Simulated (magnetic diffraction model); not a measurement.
# Magnetic neutron pattern of Nd3Y4Cu3

Space group I-43d (no. 220), a = 10.1350 Å.

| site | atom | x | y | z |
| --- | --- | --- | --- | --- |
| 12b | Nd | 1/2 | 1/4 | 1/8 |
| 16c | Y | 0.1610 | 0.1610 | 0.1610 |
| 12a | Cu | 0 | 3/4 | 1/8 |

This is a made-up structure (elements placed in a structure type, unrelaxed), so the numbers test the method and describe no known phase.

Only Nd is taken to order (form factors of Nd3+); orders and moment sizes are assumed, and not adapted to the symmetry. Radiation: neutrons of λ = 2.567 Å, 8° to 80°; isotropic B of 0.13 Å² (Nd), 0.15 Å² (Y) and 0.18 Å² (Cu). Simulated constant-wavelength pattern: nuclear and magnetic terms add, the magnetic one as |2.695 fm × Σ f S⊥ exp(2πi Q·r) exp(−B s²)|², summed over all Q at one angle with the factor 1/(sin²θ cos θ). For collinear order S is the moment m, which repeats by lattice and centring translations R with the sign exp(−2πi k·R). Free-ion form factors, Sears's scattering lengths of 1992, no absorption; a label names one of the reflections at its angle. The strongest nuclear line in the range is 100, and lines under 0.2 are left out.

Assume the order k = (1 0 0), collinear moments along [100], 2.2 μB on Nd; signs + at (1/2, 1/4, 1/8), + at (1/2, 3/4, 3/8), + at (1/8, 1/2, 1/4), − at (3/8, 1/2, 3/4), + at (1/4, 1/8, 1/2), − at (3/4, 3/8, 1/2).

Q: Where does magnetic intensity appear, and how strong is it?

```tsv
2θ (°)	index	nuclear	magnetic
14.55	(0 1 0)	0.0	7.6
25.34	(1 1 1)	0.0	2.9
32.90	(2 1 0)	0.0	5.7
36.14	(2 1 1)	6.1	0.0
41.98	(2 2 0)	4.6	0.0
44.66	(2 2 1)	0.0	2.7
47.22	(3 1 0)	12.2	0.0
49.67	(3 1 1)	0.0	2.3
54.34	(3 0 2)	0.0	2.4
56.57	(3 2 1)	100.0	0.0
62.95	(3 2 2)	0.0	3.6
67.01	(3 3 1)	0.0	1.3
68.99	(4 2 0)	43.2	0.0
70.95	(4 2 1)	0.0	1.8
72.88	(3 3 2)	6.7	0.0
76.69	(4 2 2)	20.9	0.0
78.57	(4 3 0)	0.0	0.9
```

The strongest magnetic line in the range is (0 1 0) at 14.55° (7.6). On top of the Lorentz factor, which all lines share, magnetic lines fade with angle because f falls: for Nd3+ it is 0.98, 0.90, 0.79 and 0.54 at sin θ/λ = 0.1, 0.2, 0.3 and 0.5 Å⁻¹, while nuclear lengths stay constant. The order has no net moment.

[Logs are printed without paths, hosts, clocks, repeated set-up lines and the standing remarks that a program may print on its own settings, such as how far it seeks lower states.]
